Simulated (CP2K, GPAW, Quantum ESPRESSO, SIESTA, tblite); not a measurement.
**Forces in (11,0) carbon nanotube bundle (176 atoms), program by program**

Aim: forces, pressure and gap of (11,0) carbon nanotube bundle (176 atoms) at one geometry, from other programs and methods, against plane-wave PBE.

Results are calculated, not measured.

### Step 1. The cell

The cell holds 176 atoms (176 C), with edges of 11.91, 11.91 and 17.04 Å. Recipe: graphene sheet (a = 2.46 Å) rolled into a (11,0) tube of diameter 8.61 Å, 4 periods, hexagonal bundle with 3.3 Å between walls; then minimised and run for 3 ps at 600 K (NVT) with a classical potential, last frame taken. Then every atom was moved at random, 0.03 Å r.m.s. a Cartesian component. The density is 1.68 g/cm³.

### Step 2. The reference input

Quantum ESPRESSO 7.5: Kohn-Sham DFT, PBE, SSSP efficiency 1.3.0 pseudopotentials, plane waves. Its input, pw.in:

```
&control
  calculation = 'scf'
  pseudo_dir = './pseudo'
  outdir = './tmp'
  disk_io = 'none'
  tprnfor = .true.
  tstress = .true.
/
&system
  ibrav = 0
  nat = 176
  ntyp = 1
  ecutwfc = 45
  ecutrho = 360
  nosym = .true.
  occupations = 'smearing'
  smearing = 'fd'
  degauss = 0.003675
/
&electrons
  conv_thr = 8.8e-07
  electron_maxstep = 100
  mixing_beta = 0.2
  mixing_mode = 'local-TF'
  diagonalization = 'david'
/
ATOMIC_SPECIES
C 12.011 C.upf
CELL_PARAMETERS angstrom
11.91347 0.00000 0.00000
-5.95673 10.31736 0.00000
0.00000 0.00000 17.04338
ATOMIC_POSITIONS crystal
C 0.23007 0.79969 0.07890
C 0.29193 0.91843 0.04057
C 0.34586 0.03257 0.07671
C 0.39396 0.15315 0.03979
[... 170 atom lines left out ...]
C 0.14210 0.69468 0.95944
C 0.23234 0.81546 0.91603
K_POINTS gamma
```

```console
$ OMP_NUM_THREADS=1 mpirun -np 4 pw.x -in pw.in > output.txt
```

Wall time 7.2 min (4 MPI ranks of Arm Neoverse V1, shared host); peak memory 8.4 GiB.

It converged with an r.m.s. force component of 2.2 eV/Å and a pressure of 6.4 GPa.

Its highest filled and lowest empty levels lie 0.57 eV apart on its k-points.

### Step 3. What was run beside it

- CP2K 2026.2: Gaussian basis with GTH pseudopotentials and a plane-wave density; labels give functional, basis (MOLOPT sets; SR short-range, UZH the newer set with its own potentials), grid cutoff/relative cutoff and solver (OT: orbital transformation; TRS4, TC2, SIGN: linear-scaling purification with its sparsity filter), or its built-in tight binding.
- GPAW 26.7.0: PAW with atomic orbitals (LCAO), plane waves or a real-space grid of spacing h.
- SIESTA 5.4.2: numerical atomic orbitals, whose automatically made sets are far from complete, with PseudoDojo norm-conserving potentials that we converted to its format (checked against plane waves on the same files for H, C, O, Si, Ge and Ca alone); labels give functional, basis size, energy shift and mesh cutoff.
- tblite 0.8.0: extended tight binding, driven from Python.

All use the same cell and atoms, and the electronic-structure runs the same k-mesh.

### Step 4. Side by side

Differences are against the reference: forces as r.m.s. over components, share as that over the reference's r.m.s. force, slope as the fitted ratio of a run's forces to the reference's.

```
                                                                    run  Δ force, r.m.s. (meV/Å)  share (%)  slope  Δ pressure (GPa)  Δ gap (eV)  cores  CPU time  memory (GiB)
                                                              reference                        -          -      -                 -           -      4    29 min           8.4
            CP2K PBE+D3(BJ), DZVP-MOLOPT-SR, 450/50 Ry, diagonalisation                     64.8       2.89  1.020             0.251      0.0084      4    17 min           6.4
                   CP2K PBE, DZVP-MOLOPT-SR, 450/50 Ry, diagonalisation                     38.6       1.72  1.013             0.540      0.0084      4    15 min           6.3
           CP2K PBE, SZV-MOLOPT-SR, 450/50 Ry, diagonalisation (coarse)                      625       27.9  1.271              7.45       0.116      2   7.2 min           4.7
                      CP2K PBE, TZVP-MOLOPT, 450/50 Ry, diagonalisation                     16.2      0.723  1.001             0.221      0.0048      4     3.4 h           7.4
                         CP2K PBE, TZVP-UZH, 450/50 Ry, diagonalisation                     32.0       1.43  1.011             0.721      0.0105      4    27 min           6.9
CP2K revPBE, PBE potentials, DZVP-MOLOPT-SR, 450/50 Ry, diagonalisation                     31.0       1.38  1.010              1.08      0.0054      4    16 min           6.3
                                            GPAW PBE, LCAO dzp, h 0.2 Å                      187       8.36  1.057                 -      0.0043      4   8.3 min           3.7
                              GPAW PBE, LCAO szp(dzp), h 0.2 Å (coarse)                      407       18.2  1.057                 -     -0.0105      2   3.4 min           1.9
                    SIESTA PBE, DZ, shift 0.01 Ry, mesh 300 Ry (coarse)                      381       17.0  1.145              7.16      0.0727      2   2.7 min           1.1
                            SIESTA PBE, DZP, shift 0.01 Ry, mesh 300 Ry                      319       14.2  1.101              6.65       0.001      4   8.3 min           2.3
                                                        tblite GFN1-xTB                      148       6.60  0.979             -2.40           -      1     5.5 s          0.16
                                                        tblite GFN2-xTB                      156       6.97  0.970             -4.74           -      1      17 s          0.17
```

Rows marked coarse were listed beforehand as settings not expected to be converged; some can still land near the reference.

CPU time is summed over cores on shared hosts, so it is rough.

### Step 5. Findings

Forces lie from 0.72 % (CP2K PBE, TZVP-MOLOPT, 450/50 Ry, diagonalisation) to 28 % (CP2K PBE, SZV-MOLOPT-SR, 450/50 Ry, diagonalisation, coarse) of the reference's r.m.s. force of 2.2 eV/Å away from it. The PBE runs in local orbitals, coarse settings apart, differ by 0.72 % (CP2K PBE, TZVP-MOLOPT, 450/50 Ry, diagonalisation) to 14 % (SIESTA PBE, DZP, shift 0.01 Ry, mesh 300 Ry); basis, grid and potentials can all enter. Tight binding differs by 6.6 % (tblite GFN1-xTB) to 7.0 % (tblite GFN2-xTB); it is another model, with fitted parameters of its own, and the xTB methods hold dispersion. Rows with another functional or a dispersion term differ by 1.4 % (CP2K revPBE, PBE potentials, DZVP-MOLOPT-SR, 450/50 Ry, diagonalisation) to 2.9 % (CP2K PBE+D3(BJ), DZVP-MOLOPT-SR, 450/50 Ry, diagonalisation), which mixes the change of model with differences of basis and potentials, some of them made for another functional.

Runs with settings chosen to be coarse differ by 17 % (SIESTA PBE, DZ, shift 0.01 Ry, mesh 300 Ry) to 28 % (CP2K PBE, SZV-MOLOPT-SR, 450/50 Ry, diagonalisation), their programs' other errors included. CP2K PBE, SZV-MOLOPT-SR, 450/50 Ry, diagonalisation stiffens the forces by a factor of 1.27 while following their directions (correlation 0.999); the slopes of the 6 CP2K runs lie between 1.00 and 1.27. Pressures at PBE, coarse settings apart, lie +0.22 to +6.65 GPa from the reference's. Gaps at PBE, coarse settings apart, lie +0.00 to +0.01 eV from the reference's, on k-points that hold the band edges only if these fold onto them.

**Limits.** Periodic xTB results under one method name differ between programs and library versions. The reference's pressure holds the uncorrected Pulay stress of its 45 Ry basis, so small pressure differences may be the reference's own error. The electronic-structure runs sample only Γ, in a cell whose shortest periodic width is 10 Å. The reference's pressure of 6.4 GPa reflects the volume that the recipe set, positions that aren't this level's minimum and the coarse k-sampling. The reference's PBE has no dispersion term. Where levels are smeared, the DFT runs use Fermi–Dirac occupations at 580 K (0.05 eV), and energies are free energies. The atoms were displaced at random, and shares hang on the size of the forces that this gives. The reference's cutoffs and mesh weren't converged further here.

[Logs are printed without paths, hosts, clocks, repeated set-up lines and the standing remarks that a program may print on its own settings, such as how far it seeks lower states.]

[Hosts, paths, dates, database ids (printed as entryN), source tags and the programs' standing remarks are cut or masked in the printed files.]

[Cells were taken only where this reference lay near another plane-wave run.]
